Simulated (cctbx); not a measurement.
## Diagnosing a refinement

Cell a = 12.5610 Å, b = 7.1960 Å, c = 9.1320 Å, α = 90.00°, β = 90.00°, γ = 90.00°; space group Cmcm (no. 63). The compound is HfAl9Zn2Ir2.

Simulated single-crystal data (cctbx): synchrotron X-rays, λ = 0.7749 Å, to d = 0.8 Å, 80 % of the full sphere, strongest reflection 40000 counts, noise from counting, a 3 % proportional error and a noise floor of 8 counts (s.d.); no absorption, and some extinction, which the refinements don't model.

An anisotropic refinement with weights 1/σ² prints:

```text
Rint 0.027, 474 unique reflections to 0.80 A
cycle     R1     wR2    GooF  max shift (A)
   1  0.0546  0.1618   5.663   0.00457
   2  0.0222  0.0720   2.522   0.00003
final R1 0.0222 wR2 0.0720 GooF 2.522  parameters 40  data/parameter 11.8
atom        x        y        z      Ueq    occ   su(xyz)  su(Uiso or U11)
Hf1    0.83060  0.50000  0.00000   0.0087  1.000  0.00004  0.0003
Ir1    0.00000  0.00000  0.00000   0.0120  1.000  0.00000  0.0004
Zn1    0.66642  0.33959  0.75000   0.0154  1.000  0.00024  0.0007
Al1    0.00000  0.87564  0.25000   0.0229  1.000  0.00082  0.0031
Al2    0.00000  0.33797  0.45305   0.0209  1.000  0.00069  0.0019
Al3    0.88969  0.44063  0.75000   0.0153  1.000  0.00057  0.0017
Al4    0.66475  0.32699  0.07240   0.0170  1.000  0.00045  0.0013
difference map: max 1.89 min -2.42 rms 0.35
Q1    0.1865  0.4803  0.0374   16    1.92  0.43 A from Hf1
Q2    0.0564  0.0154  0.7500    8    0.91  1.06 A from Al1
Q3    0.2308  0.3660  0.7500    8    0.82  1.30 A from Zn1
Q4    0.0817  0.4841  0.6031   16    0.79  1.42 A from Al3
Q5    0.1633  0.5097  0.2500    8    0.71  0.76 A from Al3
Q6    0.0980  0.2426  0.7085   16    0.70  1.48 A from Al3
```

Q: Accept it or mend it, and why?

Mend it. The fault: elements exchanged: Ir1 is Hf and Hf1 is Ir. Against the right model at the same level, R1 goes from 0.0128 to 0.0222 and GooF from 0.99 to 2.52, U of Ir1 swells from 0.0090 to 0.0120 Å² and the top difference peak, 1.9 e/Å³, lies 0.43 Å from Hf1. Ir1 has 5 electrons too many and its U swells to shed them, as expected; Hf1 has 5 electrons too few and its U shrinks to make up, as expected.

The compound is HfAl9Zn2Ir2. The right model at the same level gives:

```text
Rint 0.027, 474 unique reflections to 0.80 A
cycle     R1     wR2    GooF  max shift (A)
   1  0.0223  0.0559   1.957   0.00273
   2  0.0128  0.0284   0.994   0.00000
final R1 0.0128 wR2 0.0284 GooF 0.994  parameters 40  data/parameter 11.8
atom        x        y        z      Ueq    occ   su(xyz)  su(Uiso or U11)
Ir1    0.83062  0.50000  0.00000   0.0112  1.000  0.00001  0.0001
Hf1    0.00000  0.00000  0.00000   0.0090  1.000  0.00000  0.0002
Zn1    0.66636  0.33972  0.75000   0.0150  1.000  0.00010  0.0003
Al1    0.00000  0.87507  0.25000   0.0226  1.000  0.00032  0.0012
Al2    0.00000  0.33796  0.45349   0.0202  1.000  0.00027  0.0007
Al3    0.88976  0.44039  0.75000   0.0150  1.000  0.00023  0.0007
Al4    0.66467  0.32693  0.07272   0.0170  1.000  0.00018  0.0005
difference map: max 0.67 min -1.00 rms 0.20
Q1    0.0874  0.4872  0.5975   16    0.74  1.36 A from Ir1
Q2    0.2521  0.2307  0.6751   16    0.67  1.46 A from Zn1
Q3    0.1870  0.0553  0.2099   16    0.66  0.88 A from Zn1
Q4    0.0551  0.0261  0.7500    8    0.63  0.99 A from Al1
Q5    0.1203  0.3620  0.2500    8    0.58  1.43 A from Al3
Q6    0.2034  0.2400  0.2500    8    0.55  0.74 A from Zn1
```

This is a model crystal, built by substitution and not relaxed, with assumed displacement parameters.

[Middle refinement cycles are left out of these outputs.]

[Logs are printed without paths, hosts, clocks, repeated set-up lines and the standing remarks that a program may print on its own settings, such as how far it seeks lower states.]
